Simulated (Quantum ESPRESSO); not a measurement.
# W(100): a series in the number of layers, part 2 of 6

What law, if any, do the results for W(100) follow against the number of layers?

Quantum ESPRESSO 7.5; plane-wave DFT, PBE, GBRV ultrasoft pseudopotentials.

So far. Step 2 (Variable-cell relaxation of the reference):  The last row is no step: it is a fresh SCF in the final cell with a new plane-wave basis, -1 meV from the row before. The relaxed cell has a = 3.182 Å (conventional setting).

### 3. SCF with pw.x of the reference

A bulk run at that cell gives the reference energy and levels.

The input, ref.bulk.in:

```
&control
  prefix = 'ref.bulk'
  outdir = './out'
  pseudo_dir = './pseudo'
  calculation = 'scf'
  tprnfor = .true.
/
&system
  ibrav = 0
  nat = 1
  ntyp = 1
  ecutwfc = 40
  ecutrho = 200
  occupations = 'smearing'
  smearing = 'mv'
  degauss = 0.02
/
&electrons
  conv_thr = 1e-09
  mixing_beta = 0.4
  electron_maxstep = 120
/
ATOMIC_SPECIES
  W   183.8400  w_pbe_v1.2.uspp.F.UPF
CELL_PARAMETERS angstrom
  -1.59107448800000 1.59107448800000 1.59107448800000
  1.59107448800000 -1.59107448800000 1.59107448800000
  1.59107448800000 1.59107448800000 -1.59107448800000
ATOMIC_POSITIONS crystal
  W   0.000000000000 0.000000000000 0.000000000000
K_POINTS automatic
  18 18 18 0 0 0
```

Started as:

```bash
$ OMP_NUM_THREADS=1 mpirun -n 4 pw.x -nk 4 -in ref.bulk.in > ref.bulk.out
```

Log:

```text
[banner, memory and clock lines left out]
Program PWSCF v.7.5 starts
[citation notice left out]

[...]
Message from routine setup:
[...]
bravais-lattice index     =            0
     lattice parameter (alat)  =       5.2077  a.u.
     unit-cell volume          =     108.7247 (a.u.)^3
     number of atoms/cell      =            1
     number of atomic types    =            1
     number of electrons       =        14.00
     number of Kohn-Sham states=           11
     kinetic-energy cutoff     =      40.0000  Ry
     charge density cutoff     =     200.0000  Ry
     scf convergence threshold =      1.0E-09
     mixing beta               =       0.4000
     number of iterations used =            8  plain     mixing
     Exchange-correlation= SLA  PW   PBE  PBE
                           (   1   4   3   4   0   0   0)

[...]
PseudoPot. # 1 for W  read from file:
     ./pseudo/w_pbe_v1.2.uspp.F.UPF
     Pseudo is Ultrasoft + core correction, Zval = 14.0
     Generated by new atomic code, or converted to UPF format
     Using radial grid of  923 points,  8 beta functions with:
                l(1) =   0
                l(2) =   0
                l(3) =   0
                l(4) =   1
                l(5) =   1
                l(6) =   2
                l(7) =   2
                l(8) =   3
     Q(r) pseudized with  6 coefficients,  rinner =    1.350   1.350   1.350
                                                       1.350   1.350   1.350
                                                       1.350

     atomic species   valence    mass     pseudopotential
     W                14.00   183.84000     W ( 1.00)

     48 Sym. Ops., with inversion, found

[...]
number of k points=   195  Marzari-Vanderbilt smearing, width (Ry)=  0.0200

     Number of k-points >= 100: set verbosity='high' to print them.

     Dense  grid:     5233 G-vectors     FFT dimensions: (  24,  24,  24)

     Smooth grid:     3781 G-vectors     FFT dimensions: (  24,  24,  24)

     Initial potential from superposition of free atoms

     starting charge      13.8997, renormalised to      14.0000

     negative rho (up, down):  6.154E-02 0.000E+00
     Starting wfcs are   13 randomized atomic wfcs

     per-process dynamical memory:    15.9 Mb

     Self-consistent Calculation

     iteration #  1     ecut=    40.00 Ry     beta= 0.40
     Davidson diagonalization with overlap
     ethr =  1.00E-02,  avg # of iterations =  2.8

     Threshold (ethr) on eigenvalues was too large:
     Diagonalizing with lowered threshold

     Davidson diagonalization with overlap
     ethr =  3.90E-04,  avg # of iterations =  1.3

     negative rho (up, down):  6.216E-02 0.000E+00

     total energy              =    -159.13524225 Ry
     estimated scf accuracy    <       0.05764947 Ry

     iteration #  2     ecut=    40.00 Ry     beta= 0.40
[...]
negative rho (up, down):  6.335E-02 0.000E+00

[...]
total energy              =    -159.13573717 Ry
     estimated scf accuracy    <       0.00846809 Ry

     iteration #  3     ecut=    40.00 Ry     beta= 0.40
[...]
negative rho (up, down):  6.436E-02 0.000E+00

[...]
total energy              =    -159.13711241 Ry
     estimated scf accuracy    <       0.00040757 Ry

     iteration #  4     ecut=    40.00 Ry     beta= 0.40
[...]
negative rho (up, down):  6.429E-02 0.000E+00

[...]
total energy              =    -159.13713526 Ry
     estimated scf accuracy    <       0.00002154 Ry

     iteration #  5     ecut=    40.00 Ry     beta= 0.40
[...]
negative rho (up, down):  6.422E-02 0.000E+00

[...]
total energy              =    -159.13714010 Ry
     estimated scf accuracy    <       0.00000020 Ry

     iteration #  6     ecut=    40.00 Ry     beta= 0.40
[...]
negative rho (up, down):  6.412E-02 0.000E+00

[...]
total energy              =    -159.13714027 Ry
     estimated scf accuracy    <       0.00000005 Ry

     iteration #  7     ecut=    40.00 Ry     beta= 0.40
[...]
negative rho (up, down):  6.413E-02 0.000E+00

[...]
total energy              =    -159.13714027 Ry
     estimated scf accuracy    <       0.00000003 Ry

     iteration #  8     ecut=    40.00 Ry     beta= 0.40
[...]
negative rho (up, down):  6.413E-02 0.000E+00

[...]
End of self-consistent calculation

     Number of k-points >= 100: set verbosity='high' to print the bands.

     the Fermi energy is    22.2827 ev

!    total energy              =    -159.13714027 Ry
     estimated scf accuracy    <          3.6E-10 Ry
     smearing contrib. (-TS)   =      -0.00035563 Ry
     internal energy E=F+TS    =    -159.13678464 Ry

     The total energy is F=E-TS. E is the sum of the following terms:
     one-electron contribution =     -15.14428148 Ry
     hartree contribution      =      15.86614569 Ry
     xc contribution           =     -41.24173720 Ry
     ewald contribution        =    -118.61691165 Ry

     convergence has been achieved in   8 iterations

     negative rho (up, down):  6.413E-02 0.000E+00

     Forces acting on atoms (cartesian axes, Ry/au):

     atom    1 type  1   force =     0.00000000    0.00000000    0.00000000

     Total force =     0.000000     Total SCF correction =     0.000000

[...]
```

Run time: 8.4 s. Hardware: 4 MPI ranks of Arm Neoverse N1, shared host; peak memory 0.23 GiB; 33 s of CPU time.

Numbers from this step:

- free energy: -2165.1711 eV

### 4. Relaxing the ions, 4 layers

What the set-up leaves free in this member is relaxed.

System of this step: W(100), 4 layers. The cell holds 4 atoms: 4 W. Its edges and angles: a = 3.182 Å, b = 3.182 Å, c = 20.885 Å, α = 90.0°, β = 90.0°, γ = 90.0°. It derives from W. Vacuum lies along c.

The input, m0.relax.in:

```
&control
  prefix = 'm0.relax'
  outdir = './out'
  pseudo_dir = './pseudo'
  nstep = 40
  forc_conv_thr = 0.001
  calculation = 'relax'
/
&system
  ibrav = 0
  nat = 4
  ntyp = 1
  ecutwfc = 40
  ecutrho = 200
  occupations = 'smearing'
  smearing = 'mv'
  degauss = 0.02
/
&electrons
  conv_thr = 1e-08
  mixing_beta = 0.4
  electron_maxstep = 120
  mixing_mode = 'local-TF'
/
&ions
/
ATOMIC_SPECIES
  W   183.8400  w_pbe_v1.2.uspp.F.UPF
CELL_PARAMETERS angstrom
  3.18214897600000 0.00000000000000 0.00000000000000
  0.00000000000000 3.18214897600000 0.00000000000000
  0.00000000000000 0.00000000000000 20.88537017792405
ATOMIC_POSITIONS crystal
  W   0.500000000000 0.500000000000 0.385728061716
  W   0.000000000000 0.000000000000 0.461909353905
  W   0.500000000000 0.500000000000 0.538090646095
  W   0.000000000000 0.000000000000 0.614271938284
K_POINTS automatic
  10 10 1 0 0 0
```

Started as:

```bash
$ OMP_NUM_THREADS=1 mpirun -n 4 pw.x -nk 4 -in m0.relax.in > m0.relax.out
```

Log:

```text
[banner, memory and clock lines left out]
Program PWSCF v.7.5 starts

          URL

     Message from routine setup:
     using ibrav=0 with symmetry is DISCOURAGED, use correct ibrav instead

     G-vector sticks info

     bravais-lattice index     =            0
     lattice parameter (alat)  =       6.0134  a.u.
     unit-cell volume          =    1427.1834 (a.u.)^3
     number of atoms/cell      =            4
     number of atomic types    =            1
     number of electrons       =        56.00
     number of Kohn-Sham states=           34
     kinetic-energy cutoff     =      40.0000  Ry
     charge density cutoff     =     200.0000  Ry
     scf convergence threshold =      1.0E-08
     mixing beta               =       0.4000
     number of iterations used =            8  local-TF  mixing
     energy convergence thresh.=      1.0E-04
     force convergence thresh. =      1.0E-03
     Exchange-correlation= SLA  PW   PBE  PBE
                           (   1   4   3   4   0   0   0)
     nstep                     =           40

     celldm(1)=   6.013390  celldm(2)=   0.000000  celldm(3)=   0.000000
     celldm(4)=   0.000000  celldm(5)=   0.000000  celldm(6)=   0.000000

     crystal axes: (cart. coord. in units of alat)
               a(1) = (   1.000000   0.000000   0.000000 )
               a(2) = (   0.000000   1.000000   0.000000 )
               a(3) = (   0.000000   0.000000   6.563291 )

     reciprocal axes: (cart. coord. in units 2 pi/alat)
               b(1) = (  1.000000  0.000000  0.000000 )
               b(2) = (  0.000000  1.000000  0.000000 )
               b(3) = (  0.000000  0.000000  0.152363 )

     PseudoPot. # 1 for W  read from file:
     ./pseudo/w_pbe_v1.2.uspp.F.UPF
     Pseudo is Ultrasoft + core correction, Zval = 14.0
     Generated by new atomic code, or converted to UPF format
     Using radial grid of  923 points,  8 beta functions with:
                l(1) =   0
                l(2) =   0
                l(3) =   0
                l(4) =   1
                l(5) =   1
                l(6) =   2
                l(7) =   2
                l(8) =   3
     Q(r) pseudized with  6 coefficients,  rinner =    1.350   1.350   1.350
                                                       1.350   1.350   1.350
                                                       1.350

     atomic species   valence    mass     pseudopotential
     W                14.00   183.84000     W ( 1.00)

     16 Sym. Ops., with inversion, found ( 8 have fractional translation)

   Cartesian axes

     site n.     atom                  positions (alat units)
         1        W      tau(   1) = (   0.5000000   0.5000000   2.5316456  )
         2        W      tau(   2) = (   0.0000000   0.0000000   3.0316456  )
         3        W      tau(   3) = (   0.5000000   0.5000000   3.5316456  )
         4        W      tau(   4) = (   0.0000000   0.0000000   4.0316456  )

     number of k points=    21  Marzari-Vanderbilt smearing, width (Ry)=  0.0200
                       cart. coord. in units 2pi/alat
        k(    1) = (   0.0000000   0.0000000   0.0000000), wk =   0.0200000
        k(    2) = (   0.0000000   0.1000000   0.0000000), wk =   0.0800000
        k(    3) = (   0.0000000   0.2000000   0.0000000), wk =   0.0800000
        k(    4) = (   0.0000000   0.3000000   0.0000000), wk =   0.0800000
        k(    5) = (   0.0000000   0.4000000   0.0000000), wk =   0.0800000
        k(    6) = (   0.0000000  -0.5000000   0.0000000), wk =   0.0400000
        k(    7) = (   0.1000000   0.1000000   0.0000000), wk =   0.0800000
        k(    8) = (   0.1000000   0.2000000   0.0000000), wk =   0.1600000
        k(    9) = (   0.1000000   0.3000000   0.0000000), wk =   0.1600000
        k(   10) = (   0.1000000   0.4000000   0.0000000), wk =   0.1600000
        k(   11) = (   0.1000000  -0.5000000   0.0000000), wk =   0.0800000
        k(   12) = (   0.2000000   0.2000000   0.0000000), wk =   0.0800000
        k(   13) = (   0.2000000   0.3000000   0.0000000), wk =   0.1600000
        k(   14) = (   0.2000000   0.4000000   0.0000000), wk =   0.1600000
        k(   15) = (   0.2000000  -0.5000000   0.0000000), wk =   0.0800000
        k(   16) = (   0.3000000   0.3000000   0.0000000), wk =   0.0800000
        k(   17) = (   0.3000000   0.4000000   0.0000000), wk =   0.1600000
        k(   18) = (   0.3000000  -0.5000000   0.0000000), wk =   0.0800000
        k(   19) = (   0.4000000   0.4000000   0.0000000), wk =   0.0800000
        k(   20) = (   0.4000000  -0.5000000   0.0000000), wk =   0.0800000
        k(   21) = (  -0.5000000  -0.5000000   0.0000000), wk =   0.0200000

     Dense  grid:    68193 G-vectors     FFT dimensions: (  30,  30, 180)

     Smooth grid:    48679 G-vectors     FFT dimensions: (  30,  30, 160)

     Initial potential from superposition of free atoms

     starting charge      55.5986, renormalised to      56.0000

     negative rho (up, down):  2.595E-01 0.000E+00
     Starting wfcs are   52 randomized atomic wfcs

     per-process dynamical memory:    67.1 Mb

     Self-consistent Calculation

     iteration #  1     ecut=    40.00 Ry     beta= 0.40
     Davidson diagonalization with overlap
     ethr =  1.00E-02,  avg # of iterations =  2.0

     negative rho (up, down):  2.587E-01 0.000E+00

     total energy              =    -636.21948852 Ry
     estimated scf accuracy    <       1.69856155 Ry

     iteration #  2     ecut=    40.00 Ry     beta= 0.40
     Davidson diagonalization with overlap
     ethr =  3.03E-03,  avg # of iterations =  1.0

     negative rho (up, down):  2.605E-01 0.000E+00

     total energy              =    -636.06399157 Ry
     estimated scf accuracy    <       0.77263388 Ry

     iteration #  3     ecut=    40.00 Ry     beta= 0.40
     Davidson diagonalization with overlap
     ethr =  1.38E-03,  avg # of iterations =  2.4

     negative rho (up, down):  2.647E-01 0.000E+00

     total energy              =    -636.12370492 Ry
     estimated scf accuracy    <       0.11720889 Ry

     iteration #  4     ecut=    40.00 Ry     beta= 0.40
     Davidson diagonalization with overlap
     ethr =  2.09E-04,  avg # of iterations =  2.5

     negative rho (up, down):  2.663E-01 0.000E+00

     total energy              =    -636.14651220 Ry
     estimated scf accuracy    <       0.32595096 Ry

     iteration #  5     ecut=    40.00 Ry     beta= 0.40
     Davidson diagonalization with overlap
     ethr =  2.09E-04,  avg # of iterations =  1.0

     negative rho (up, down):  2.644E-01 0.000E+00

     total energy              =    -636.14852928 Ry
[...]
-69.8405 -69.8261 -69.7600 -69.7582 -34.6742 -34.6062 -34.5708 -34.4902
   -34.2242 -34.0819 -34.0076 -33.9079 -33.6321 -33.5826 -33.5798 -33.5100
    -1.0520  -0.2873   0.3691   0.5920   0.9826   1.3027   1.7315   1.7424
     1.9558   2.5111   3.2926   4.1992   4.3651   4.8915   5.6110   5.6460
     6.3540   6.7880

          k = 0.3000-0.5000 0.0000 (  6136 PWs)   bands (ev):

   -69.8282 -69.8282 -69.7627 -69.7627 -34.6675 -34.6675 -34.5456 -34.5456
   -34.0799 -34.0799 -34.0282 -34.0282 -33.6011 -33.6011 -33.5438 -33.5438
    -0.6748  -0.6748   0.4060   0.4060   1.0689   1.0689   1.8209   1.8209
     2.5464   2.5464   3.8404   3.8404   4.9599   4.9599   5.7797   5.7797
     6.4996   6.4996

          k = 0.4000 0.4000 0.0000 (  6134 PWs)   bands (ev):

   -69.8321 -69.8241 -69.7608 -69.7595 -34.7203 -34.6800 -34.5606 -34.4943
   -34.2103 -34.0878 -34.0192 -33.9571 -33.6626 -33.6094 -33.5389 -33.4977
    -0.9783  -0.6251   0.5527   1.0031   1.0977   1.5728   1.6374   1.9383
     2.0586   2.2999   4.0268   4.7538   4.9420   5.3161   5.7746   5.8643
     6.6874   6.7655

          k = 0.4000-0.5000 0.0000 (  6148 PWs)   bands (ev):

   -69.8260 -69.8260 -69.7606 -69.7606 -34.7271 -34.7271 -34.5306 -34.5306
   -34.1295 -34.1295 -34.0080 -34.0080 -33.6472 -33.6472 -33.5096 -33.5096
    -0.8669  -0.8669   0.7302   0.7302   1.3662   1.3662   1.7466   1.7466
     2.4209   2.4209   4.6984   4.6984   5.6555   5.6555   5.9124   5.9124
     6.6986   6.6986

          k =-0.5000-0.5000 0.0000 (  6136 PWs)   bands (ev):

   -69.8252 -69.8252 -69.7598 -69.7598 -34.7541 -34.7541 -34.5223 -34.5223
   -34.1418 -34.1418 -33.9967 -33.9967 -33.6697 -33.6697 -33.4993 -33.4993
    -0.9523  -0.9523   0.9092   0.9092   1.2108   1.2108   1.7267   1.7267
     2.5771   2.5771   5.3242   5.3242   5.8527   5.8527   6.4681   6.4681
     6.7049   6.7049

     the Fermi energy is     3.9203 ev

!    total energy              =    -636.17874627 Ry
     estimated scf accuracy    <          6.6E-12 Ry
     smearing contrib. (-TS)   =       0.00056976 Ry
     internal energy E=F+TS    =    -636.17931603 Ry

     The total energy is F=E-TS. E is the sum of the following terms:
     one-electron contribution =   -3681.59843350 Ry
     hartree contribution      =    1837.06319768 Ry
     xc contribution           =    -164.68746542 Ry
     ewald contribution        =    1373.04338521 Ry

     convergence has been achieved in  13 iterations

     negative rho (up, down):  2.657E-01 0.000E+00

     Forces acting on atoms (cartesian axes, Ry/au):

     atom    1 type  1   force =     0.00000000    0.00000000    0.00276348
     atom    2 type  1   force =     0.00000000    0.00000000    0.00450420
     atom    3 type  1   force =     0.00000000    0.00000000   -0.00450420
     atom    4 type  1   force =     0.00000000    0.00000000   -0.00276348

     Total force =     0.007473     Total SCF correction =     0.000010
     Energy error            =      3.9E-04 Ry
     Gradient error          =      4.5E-03 Ry/Bohr

     number of scf cycles    =   7
     number of bfgs steps    =   6

     energy             old  =    -636.1783605805 Ry
     energy             new  =    -636.1787462728 Ry

     CASE: energy            _new < energy            _old

     new trust radius        =       0.0208148002 bohr
     new conv_thr            =       0.0000000004 Ry

ATOMIC_POSITIONS (crystal)
W                0.5000000000        0.5000000000        0.3933978522
W                0.0000000000        0.0000000000        0.4582086679
W                0.5000000000        0.5000000000        0.5417913321
W                0.0000000000        0.0000000000        0.6066021478

     XML data file
     NEW-OLD atomic charge density approx. for the potential

     negative rho (up, down):  2.633E-01 0.000E+00

     per-process dynamical memory:    76.3 Mb

     Self-consistent Calculation

     iteration #  1     ecut=    40.00 Ry     beta= 0.40
     Davidson diagonalization with overlap
     ethr =  1.00E-06,  avg # of iterations =  6.2

     negative rho (up, down):  2.634E-01 0.000E+00

     total energy              =    -636.17884146 Ry
     estimated scf accuracy    <       0.00244548 Ry

     iteration #  2     ecut=    40.00 Ry     beta= 0.40
     Davidson diagonalization with overlap
     ethr =  4.37E-06,  avg # of iterations =  1.0

     negative rho (up, down):  2.634E-01 0.000E+00

     total energy              =    -636.17881808 Ry
     estimated scf accuracy    <       0.00054434 Ry

     iteration #  3     ecut=    40.00 Ry     beta= 0.40
     Davidson diagonalization with overlap
     ethr =  9.72E-07,  avg # of iterations =  3.1

     negative rho (up, down):  2.634E-01 0.000E+00

     total energy              =    -636.17887619 Ry
     estimated scf accuracy    <       0.00005899 Ry

     iteration #  4     ecut=    40.00 Ry     beta= 0.40
     Davidson diagonalization with overlap
     ethr =  1.05E-07,  avg # of iterations =  2.1

     negative rho (up, down):  2.634E-01 0.000E+00

     total energy              =    -636.17887695 Ry
     estimated scf accuracy    <       0.00001184 Ry

     iteration #  5     ecut=    40.00 Ry     beta= 0.40
     Davidson diagonalization with overlap
     ethr =  2.11E-08,  avg # of iterations =  3.8

     negative rho (up, down):  2.634E-01 0.000E+00

     total energy              =    -636.17887942 Ry
     estimated scf accuracy    <       0.00000714 Ry

     iteration #  6     ecut=    40.00 Ry     beta= 0.40
     Davidson diagonalization with overlap
     ethr =  1.27E-08,  avg # of iterations =  2.5

     negative rho (up, down):  2.634E-01 0.000E+00

     total energy              =    -636.17888028 Ry
     estimated scf accuracy    <       0.00000040 Ry

     iteration #  7     ecut=    40.00 Ry     beta= 0.40
     Davidson diagonalization with overlap
     ethr =  7.11E-10,  avg # of iterations =  4.9

     negative rho (up, down):  2.635E-01 0.000E+00

     total energy              =    -636.17888017 Ry
     estimated scf accuracy    <       0.00000315 Ry

     iteration #  8     ecut=    40.00 Ry     beta= 0.40
     Davidson diagonalization with overlap
     ethr =  7.11E-10,  avg # of iterations =  2.8

     negative rho (up, down):  2.635E-01 0.000E+00

     total energy              =    -636.17888011 Ry
     estimated scf accuracy    <       0.00000048 Ry

     iteration #  9     ecut=    40.00 Ry     beta= 0.40
     Davidson diagonalization with overlap
     ethr =  7.11E-10,  avg # of iterations =  4.3

     negative rho (up, down):  2.635E-01 0.000E+00

     total energy              =    -636.17888016 Ry
     estimated scf accuracy    <       0.00000068 Ry

     iteration # 10     ecut=    40.00 Ry     beta= 0.40
     Davidson diagonalization with overlap
     ethr =  7.11E-10,  avg # of iterations =  2.2

     negative rho (up, down):  2.635E-01 0.000E+00

     total energy              =    -636.17888021 Ry
     estimated scf accuracy    <          4.8E-09 Ry

     iteration # 11     ecut=    40.00 Ry     beta= 0.40
     Davidson diagonalization with overlap
     ethr =  8.52E-12,  avg # of iterations =  4.8

     negative rho (up, down):  2.635E-01 0.000E+00

     total energy              =    -636.17888022 Ry
     estimated scf accuracy    <       0.00000001 Ry

     iteration # 12     ecut=    40.00 Ry     beta= 0.40
     Davidson diagonalization with overlap
     ethr =  8.52E-12,  avg # of iterations =  2.8

     negative rho (up, down):  2.635E-01 0.000E+00

     End of self-consistent calculation

          k = 0.0000 0.0000 0.0000 (  6055 PWs)   bands (ev):

   -69.9346 -69.8815 -69.7093 -69.6897 -34.3958 -34.3958 -34.3634 -34.3296
   -34.2142 -34.2142 -34.0263 -33.6792 -33.5911 -33.5911 -33.4801 -33.4801
    -4.4193  -2.0946  -1.2671  -0.5744  -0.0010   0.2282   3.0661   3.2100
     3.2100   3.6224   3.7890   3.7986   3.7986   3.8437   4.0461   4.9716
     4.9716   5.8849

          k = 0.0000 0.1000 0.0000 (  6070 PWs)   bands (ev):

   -69.9284 -69.8771 -69.7123 -69.6945 -34.4612 -34.3943 -34.3735 -34.29
```

It took 12 min on 4 MPI ranks; peak memory 0.81 GiB.

[end of part 2 of 6]

[Logs are printed without paths, hosts, clocks, repeated set-up lines and the standing remarks that a program may print on its own settings, such as how far it seeks lower states.]

[Hosts, paths, dates, database ids (printed as entryN), source tags and the programs' standing remarks are cut or masked in the printed files.]

[Maps of the electrostatic potential energy from Ansatz leave out the sawtooth potential of an applied field or a dipole correction, so their vacuum need not be flat; planar profiles and work functions include it.]
